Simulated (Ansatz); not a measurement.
# WSO: complex band structure, part 3 of 3

A new crystal, WSO: structure, gap and complex bands. It is built by putting O for part of the S in the WS2 structure of space group R3m, with the volume rescaled by atomic radii. The parent structure comes from the Materials Project.

Ansatz 0.2.0; r2SCAN DFT, plane waves, PAW files (the session's first sound run).

So far, gap on path (eV): step 3 (band edges) 1.36.

The structure was built from a prototype and need not be the compound's stable phase.

## (7) Band edges at another level, cutoff 420 eV

This step: PBEsol DFT, plane waves, PAW files (Ansatz 0.2.0).

The edges again with PBEsol, at the same atoms. Against that run the cutoff is 420 eV against 500.

input.yaml

```yaml
crystal:
  lattice:
    - [1.4950237778, 0.8631523806, 5.7944636394]
    - [-1.4950237778, 0.8631523806, 5.7944636394]
    - [0.0, -1.7263047611, 5.7944636394]
  atoms:
    - { symbol: W, position: [0.990557566, 0.990557566, 0.990557566] }
    - { symbol: O, position: [0.59012919, 0.59012919, 0.59012919] }
    - { symbol: S, position: [0.750613244, 0.750613244, 0.750613244] }
kpoints:
  mp_grid: { grid: [10, 10, 10] }
  band_path: { path: [VBM, CBM], npoints: 30 }
scf:
  occupations: { method: fixed }
hamiltonian:
  xc: pbesol
output:
  eigenvalues: true
```

Launch:

```console
$ ansatz run input.yaml --threads 2 --pin off --max-ram 4096MiB --backend cpu --events-out ev --progress --plain --runs-dir out
```

Numbers of over 12 decimals in the logs are rounded to 6 here.

Output:

```text
[...]
Crystal: 3 atoms, lattice volume = 44.864 Å³
Basis set: ecut = 420 eV, 841 PW (Γ), FFT grids on a1−a3, a2−a3, a3
Bands: 17, of which v1, the nominal top of the filled ones, is band 13 counted from 1 (12 counted from 0)
Symmetry: 6 space group operations
[...]
k-points: 116 of 1000 (time reversal used)
[...]
SCF iter   1: F=—  HF=-11703.900609 eV  |F-HF|=—  |Δ(HF+E_count)|=         —  Δρ=1.86e-2  dr2=1.76e-1  ethr=1.77e-3  ⟨swp⟩=5.0  Hψ=9753  notcnv=0  defer=204
[...]
SCF iter   8: F=-11703.869665 eV  HF=-11703.869665 eV  |F-HF|=3.29e-8  |Δ(HF+E_count)|=   2.29e-7  Δρ=9.51e-6  dr2=6.18e-8  ethr=3.85e-10  ⟨swp⟩=5.4  Hψ=7569  notcnv=0
SCF 1 converged in 8 iterations: F = -11703.869665 eV  dr2 = 6.18e-8
[...]
SCF converged after 8 iterations
Free energy (F): -11703.869665 eV
[...]
Internal energy: -11703.869665 eV  (E = F + TS)
E sigma→0 (E₀):  -11703.869665 eV
Fermi energy:    12.027020 eV
[...]
--- Band table (eV; the first three rows and the last of 116) ---
  k-point 0: bands = [... 9 lower, 9.0028, 9.4365, 9.4365, 11.2969, 13.9781, 13.9781, 14.7201, 14.7201]
  k-point 1: bands = [... 9 lower, 8.6699, 9.2901, 9.3233, 11.2286, 13.7781, 14.0297, 14.4201, 14.8893]
  k-point 2: bands = [... 9 lower, 7.6719, 9.0920, 9.2202, 10.7497, 13.6585, 14.0459, 14.3524, 15.4077]
  k-point 115: bands = [... 9 lower, 7.5156, 9.4578, 9.4578, 12.0270, 13.9908, 13.9908, 14.6682, 14.6682]
```

Run time: 4.6 s. Hardware: 2 threads of Intel Xeon 6975P-C (Granite Rapids), shared host; peak memory 0.4 GiB.

Numbers from this step:

| Quantity | Value |
| --- | --- |
| free energy | -11703.8697 eV |
| Fermi energy | 12.03 eV |
| gap on the k-mesh | 1.351 eV |
| gap on path | 1.223 eV, by band count; negative where bands overlap |
| direct gap on path | 1.964 eV |
| edge places on path | 0, 1.521 1/A along the path |

The electronic bands at the labelled points (eV, zero at the Fermi level (highest filled level under fixed occupations); v1 is the highest filled band, c1 the lowest empty one):

```csv
point,v4,v3,v2,v1,c1,c2,c3,c4
VBM,-4.51,-2.57,-2.57,0.00,1.96,1.96,2.64,2.64
halfway,-4.90,-3.74,-2.88,-1.69,1.51,2.35,2.70,3.89
CBM,-5.48,-4.66,-3.55,-1.30,1.22,2.86,3.74,4.55
```

The searched edges give 1.22 eV, under the 1.35 eV of the mesh, which misses an edge.

For the gap on path, step 3 gave 1.36 eV; this run, with PBEsol and cutoff 420 eV, gives 1.22 eV.

## (8) Complex bands at another level, cutoff 420 eV

This step: PBEsol DFT, plane waves, PAW files; complex bands by layer matching along the plane's normal (Ansatz 0.2.0).

The complex bands at that level, over its own gap, at (0, 0) and (0.3281, -0.013).

input.yaml

```yaml
crystal:
  lattice:
    - [6.046150593, 0.0, 0.0]
    - [-1.478690325, 4.963328327, 0.0]
    - [-0.739345162, 2.481664163, 1.495023778]
  atoms:
    - { symbol: W, position: [0.971672698, 0.990557566, 0.0] }
    - { symbol: O, position: [0.77038757, 0.59012919, 0.0] }
    - { symbol: S, position: [0.251839732, 0.750613244, 0.0] }
kpoints:
  mp_grid: { grid: [16, 16, 16] }
scf:
  occupations: { method: fixed }
hamiltonian:
  xc: pbesol
output:
  eigenvalues: true
  transmission:
    leads: [[0, 0]]
    kpoints: [[0.0, 0.0], [0.3281, -0.013]]
    e_range: [-1.0, 2.22]
    de: 0.06
```

Output:

```text
[...]
Crystal: 3 atoms, lattice volume = 44.864 Å³
Basis set: ecut = 420 eV, 841 PW (Γ)
Bands: 17, of which v1, the nominal top of the filled ones, is band 13 counted from 1 (12 counted from 0)
Symmetry: 6 space group operations
[...]
k-points: 417 of 4096 (time reversal used)
[...]
SCF iter   1: F=—  HF=-11703.900662 eV  |F-HF|=—  |Δ(HF+E_count)|=         —  Δρ=1.86e-2  dr2=1.76e-1  ethr=1.77e-3  ⟨swp⟩=5.0  Hψ=35057  notcnv=0  defer=735
[...]
SCF iter   8: F=-11703.869693 eV  HF=-11703.869693 eV  |F-HF|=2.00e-8  |Δ(HF+E_count)|=   2.21e-7  Δρ=1.09e-5  dr2=6.52e-8  ethr=3.85e-10  ⟨swp⟩=5.3  Hψ=27294  notcnv=0
SCF 1 converged in 8 iterations: F = -11703.869693 eV  dr2 = 6.52e-8
[...]
transmission: 4 of 8 steps passed
transmission: 8 of 8 steps passed
SCF converged after 8 iterations
Free energy (F): -11703.869693 eV
[...]
Internal energy: -11703.869693 eV  (E = F + TS)
E sigma→0 (E₀):  -11703.869693 eV
Fermi energy:    12.027002 eV
[...]
--- Band table (eV; the first three rows and the last of 417) ---
  k-point 0: bands = [... 9 lower, 9.0028, 9.4365, 9.4365, 11.2969, 13.9780, 13.9780, 14.7201, 14.7201]
  k-point 1: bands = [... 9 lower, 8.6367, 9.1591, 9.4142, 11.2027, 13.7771, 13.9564, 14.4819, 14.8760]
  k-point 2: bands = [... 9 lower, 7.7054, 8.6050, 9.4871, 10.7081, 13.4677, 14.0752, 14.5167, 15.4597]
  k-point 416: bands = [... 9 lower, 7.5156, 9.4578, 9.4578, 12.0270, 13.9908, 13.9908, 14.6682, 14.6682]
--- Transmission ---
  basis      : 265 plane waves across, 4 finite elements along
  points     : 2, as listed
[...]
crystal 0  : W1S1O1, at the sites [0, 0], period 1.4950 Å: whole cells are its period
[...]
channels       : 0.000000e0 a spin
[...]
slowest decay  : 0.2344 /Å at (0.3281, -0.0130)
```

It took 43 s on 2 threads; peak memory 0.7 GiB; 69 s of CPU time.

This step gave:

```yaml
gap_on_the_k_mesh: 1.270 eV
level_to_which_the_leads_are_filled: 0.6350 eV from the Fermi level
decay_constant_at_the_filling_level_zone_centre: 0.2465 Å⁻¹
decay_constant_at_the_filling_level_slowest_listed_point: 0.2344 Å⁻¹
```

K parallel (0, 0); values up to 1.5 1/Å, a degenerate pair printed once or twice; energies at which all values exceed this have no row. Table of Im kz of the slowest decaying states by energy, zero at the highest filled level on the SCF mesh:

```
energy (eV)  decay 1 (Å⁻¹)  decay 2 (Å⁻¹)  decay 3 (Å⁻¹)  decay 4 (Å⁻¹)
      -1.00          0.234          0.315          0.440          0.444
      -0.82          0.265          0.275          0.407          0.465
      -0.70          0.172          0.277          0.394          0.463
      -0.52          0.263          0.289          0.386          0.459
      -0.34          0.295          0.301          0.383          0.452
      -0.22          0.296          0.317          0.382          0.446
      -0.04          0.294          0.334          0.381          0.435
       0.02          0.292          0.338          0.381          0.430
       0.14          0.288          0.343          0.379          0.421
       0.26          0.281          0.347          0.378          0.409
       0.44          0.267          0.347          0.375          0.388
       0.56          0.254          0.344          0.371          0.372
       0.74          0.228          0.336          0.338          0.366
       0.92          0.191          0.294          0.323          0.359
       1.04          0.154          0.254          0.310          0.352
       1.22         0.0187          0.164          0.285          0.340
       1.40          0.248          0.321          0.435          0.463
       1.52          0.214          0.303          0.424          0.437
       1.70          0.106          0.130          0.261          0.402
       1.88          0.162          0.171          0.369          0.375
       2.00         0.0830         0.0896          0.181          0.343
       2.18          0.148          0.161          0.195          0.299
```

K parallel (0.3281, -0.013); values up to 1.5 1/Å, a degenerate pair printed once or twice; energies at which all values exceed this have no row. Im kz of the slowest decaying states against energy, zero at the highest filled level on the SCF mesh:

| energy (eV) | decay 1 (Å⁻¹) | decay 2 (Å⁻¹) | decay 3 (Å⁻¹) | decay 4 (Å⁻¹) |
| --- | --- | --- | --- | --- |
| -1.000 | 0.218 | 0.331 | 0.394 | 0.455 |
| -0.820 | 0.249 | 0.336 | 0.427 | 0.458 |
| -0.580 | 0.272 | 0.340 | 0.459 | 0.463 |
| -0.400 | 0.280 | 0.340 | 0.457 | 0.485 |
| -0.220 | 0.282 | 0.337 | 0.453 | 0.504 |
| 0.020 | 0.180 | 0.279 | 0.322 | 0.445 |
| 0.200 | 0.272 | 0.286 | 0.436 | 0.517 |
| 0.380 | 0.259 | 0.310 | 0.425 | 0.517 |
| 0.620 | 0.234 | 0.333 | 0.405 | 0.483 |
| 0.800 | 0.206 | 0.346 | 0.385 | 0.448 |
| 0.980 | 0.165 | 0.353 | 0.358 | 0.415 |
| 1.220 | 0.0177 | 0.301 | 0.348 | 0.378 |
| 1.400 | 0.225 | 0.332 | 0.351 | 0.407 |
| 1.580 | 0.019 | 0.302 | 0.316 | 0.378 |
| 1.820 | 0.0873 | 0.221 | 0.236 | 0.327 |
| 2.000 | 0.118 | 0.133 | 0.166 | 0.270 |

K parallel (0.3281, -0.013). The Re kz of states that move upwards by energy, zero at the highest filled level on the SCF mesh:

```
energy (eV)  channel 1 (Å⁻¹)  channel 2 (Å⁻¹)  channel 3 (Å⁻¹)  channel 4 (Å⁻¹)
      -1.00           -0.423                -                -                -
      -0.82           -0.369                -                -                -
      -0.70           -0.331                -                -                -
      -0.52           -0.269                -                -                -
      -0.34           -0.193                -                -                -
      -0.22           -0.121                -                -                -
      -0.04                -                -                -                -
       0.02                -                -                -                -
       0.14                -                -                -                -
       0.26                -                -                -                -
       0.44                -                -                -                -
       0.56                -                -                -                -
       0.74                -                -                -                -
       0.92                -                -                -                -
       1.04                -                -                -                -
       1.22                -                -                -                -
       1.40            -1.23             1.56                -                -
       1.52            -1.18             1.61                -                -
       1.70            -1.08           -0.431            0.845             1.69
       1.88           -0.271             1.77                -                -
       2.00            0.281             1.83                -                -
       2.18            0.582             1.94                -                -
```

At the listed wavevectors the last open channel is at -0.16 eV and the next at +1.28 eV on the grid. At +0.62 eV, the grid energy nearest the filling level (the middle of the gap on the SCF mesh), the slowest state at the listed wavevectors decays with κ = 0.234 Å⁻¹, its amplitude falling by e over 4.3 Å; the first such run, plane (110), gave 0.245 Å⁻¹.

## (9) A check of the settings

This step: r2SCAN DFT, plane waves, PAW files; complex bands by layer matching along the plane's normal; changed: output.transmission.e_range = [-1, 1], output.transmission.de = 0.1 (Ansatz 0.2.0).

This run repeats an earlier one, its twin (the complex run, plane (110)), with two settings changed (output.transmission.e_range, output.transmission.de; files written aside). It is meant to test what the energy window and step decide. Where the input is shown as a difference, that is against the step before, not the twin.

input.yaml, as its differences from that of step 8:

```diff
@@ -14,3 +14,3 @@
 hamiltonian:
-  xc: pbesol
+  xc: r2scan
 output:
@@ -19,4 +19,4 @@
     leads: [[0, 0]]
-    kpoints: [[0.0, 0.0], [0.3281, -0.013]]
-    e_range: [-1.0, 2.22]
-    de: 0.06
+    kpoints: [[0.0, 0.0], [0.3255, -0.013]]
+    e_range: [-1, 1]
+    de: 0.1
```

Output:

```text
[...]
Crystal: 3 atoms, lattice volume = 44.864 Å³
Basis set: ecut = 500 eV, 1167 PW (Γ), exchange–correlation on 180×160×96 points (64 copies of the dense FFT grid, shifted against one another)
Bands: 17, of which v1, the nominal top of the filled ones, is band 13 counted from 1 (12 counted from 0)
Symmetry: 6 space group operations
[...]
k-points: 417 of 4096 (time reversal used)
[...]
SCF iter   1: F=—  HF=-11873.128427 eV  |F-HF|=—  |Δ(HF+E_count)|=         —  Δρ=1.04e-2  dr2=2.79e-2  dr2_τ=1.32e-1  ethr=1.77e-3  ⟨swp⟩=5.0  Hψ=35170  notcnv=0  defer=753
[...]
SCF iter   9: F=-11873.222937 eV  HF=-11873.222937 eV  |F-HF|=2.03e-9  |Δ(HF+E_count)|=   1.46e-8  Δρ=3.97e-6  dr2=5.27e-9  dr2_τ=3.57e-10  ethr=3.85e-10  ⟨swp⟩=2.0  Hψ=14178  notcnv=0
SCF 1 converged in 9 iterations: F = -11873.222937 eV  dr2 = 5.27e-9
[...]
transmission: 3 of 6 steps passed
transmission: 6 of 6 steps passed
SCF converged after 9 iterations
Free energy (F): -11873.222937 eV
[...]
Internal energy: -11873.222937 eV  (E = F + TS)
E sigma→0 (E₀):  -11873.222937 eV
Fermi energy:    11.926163 eV
[...]
--- Band table (eV; the first three rows and the last of 417) ---
  k-point 0: bands = [... 9 lower, 8.7616, 9.2330, 9.2330, 11.1978, 14.1156, 14.1156, 14.8272, 14.8272]
  k-point 1: bands = [... 9 lower, 8.3970, 8.9481, 9.1990, 11.0958, 13.9096, 14.0643, 14.6409, 15.0292]
  k-point 2: bands = [... 9 lower, 7.4445, 8.3790, 9.2572, 10.5909, 13.5615, 14.1774, 14.7159, 15.6589]
  k-point 416: bands = [... 9 lower, 7.2769, 9.2548, 9.2548, 11.9262, 14.1221, 14.1221, 14.7813, 14.7813]
--- Transmission ---
  basis      : 317 plane waves across, 3 finite elements along
  points     : 2, as listed
[...]
crystal 0  : W1S1O1, at the sites [0, 0], period 1.4950 Å: whole cells are its period
[...]
channels       : 0.000000e0 a spin
[...]
slowest decay  : 0.2430 /Å at (0.3255, -0.0130)
```

Elapsed: 41 s, on 2 threads; peak memory 0.88 GiB; 80 s of CPU time.

Numbers from this step:

* free energy: -11873.2229 eV
* Fermi energy: 11.93 eV
* gap on the k-mesh: 1.407 eV
* level to which the leads are filled: 0.7033 eV from the Fermi level
* decay constant at the filling level, zone centre: 0.2541 Å⁻¹
* decay constant at the filling level, slowest listed point: 0.243 Å⁻¹

K parallel (0, 0); values up to 1.5 1/Å, a degenerate pair printed once or twice; energies at which all values exceed this have no row. The Im kz of the slowest decaying states by energy, zero at the highest filled level on the SCF mesh:

```
energy (eV)  decay 1 (Å⁻¹)  decay 2 (Å⁻¹)  decay 3 (Å⁻¹)  decay 4 (Å⁻¹)
     -1.000          0.237          0.324          0.458          0.466
     -0.900          0.256          0.310          0.443          0.479
     -0.800          0.270          0.276          0.427          0.478
     -0.700          0.178          0.280          0.415          0.477
     -0.600          0.242          0.288          0.408          0.475
     -0.500          0.275          0.294          0.404          0.473
     -0.400          0.298          0.298          0.402          0.470
     -0.300          0.300          0.316          0.400          0.466
     -0.200          0.301          0.329          0.399          0.461
     -0.100          0.301          0.340          0.399          0.456
      0.000          0.300          0.348          0.398          0.451
      0.100          0.297          0.355          0.397          0.444
      0.200          0.294          0.360          0.396          0.436
      0.300          0.289          0.364          0.395          0.428
      0.400          0.283          0.366          0.394          0.418
      0.500          0.275          0.366          0.392          0.408
      0.600          0.265          0.366          0.390          0.395
      0.700          0.254          0.364          0.382          0.388
      0.800          0.240          0.361          0.366          0.386
      0.900          0.224          0.347          0.356          0.383
      1.000          0.204          0.325          0.350          0.379
```

K parallel (0.3255, -0.013); values up to 1.5 1/Å, a degenerate pair printed once or twice; energies at which all values exceed this have no row. The Im kz of the slowest decaying states by energy, zero at the highest filled level on the SCF mesh:

```csv
energy (eV),decay 1 (Å⁻¹),decay 2 (Å⁻¹),decay 3 (Å⁻¹),decay 4 (Å⁻¹)
-1.000,0.222,0.340,0.410,0.469
-0.900,0.242,0.343,0.429,0.471
-0.800,0.256,0.346,0.445,0.472
-0.700,0.267,0.347,0.461,0.472
-0.600,0.275,0.349,0.472,0.475
-0.500,0.281,0.349,0.471,0.488
-0.400,0.285,0.349,0.470,0.500
-0.300,0.288,0.347,0.468,0.512
-0.200,0.289,0.344,0.466,0.522
-0.100,0.0996,0.289,0.339,0.463
0.000,0.176,0.288,0.331,0.460
0.100,0.238,0.286,0.314,0.456
0.200,0.282,0.293,0.451,0.534
0.300,0.277,0.308,0.446,0.534
0.400,0.271,0.320,0.441,0.534
0.500,0.263,0.331,0.434,0.535
0.600,0.254,0.340,0.427,0.524
0.700,0.243,0.349,0.418,0.506
0.800,0.230,0.356,0.409,0.489
0.900,0.214,0.362,0.398,0.472
1.000,0.194,0.366,0.385,0.455
```

The least decay constant is 0.243 Å⁻¹ against 0.245 Å⁻¹ in the twin: no change within 1 %.

## (10) Summary of results

```yaml
band_gap: 1.36 eV
least_decay_constant_at_mid_gap_normal_to_110: 0.245 Å⁻¹
least_decay_constant_at_mid_gap_normal_to_001: 0.466 Å⁻¹
least_decay_constant_on_a_mesh_normal_to_110: 0.242 Å⁻¹
least_decay_constant_pbesol: 0.234 Å⁻¹
```

**Reading.** With r2SCAN, the slowest decay at the wavevectors tried is κ = 0.245 Å⁻¹, normal to (110). Through such a film the transmission near mid-gap falls as exp(−2κd), a factor of ten every 4.7 Å. The decay depends on direction: 1.9 times faster normal to (001). A free electron under a barrier of half the gap would need a mass of 0.34 mₑ to decay at this rate. With PBEsol the gap goes from 1.36 to 1.22 eV and the decay constant, over the first 2 listed wavevectors (which shift with the band edges), from 0.245 to 0.234 Å⁻¹. The compound is made up by substitution; its stability against other phases and against distortions of the cell's symmetry was not tested. r2SCAN still narrows gaps, if less than LDA and GGA do, so real decay constants are likely larger.

[Logs are printed without paths, hosts, clocks, repeated set-up lines and the standing remarks that a program may print on its own settings, such as how far it seeks lower states.]

[Hosts, paths, dates, database ids (printed as entryN), source tags and the programs' standing remarks are cut or masked in the printed files.]
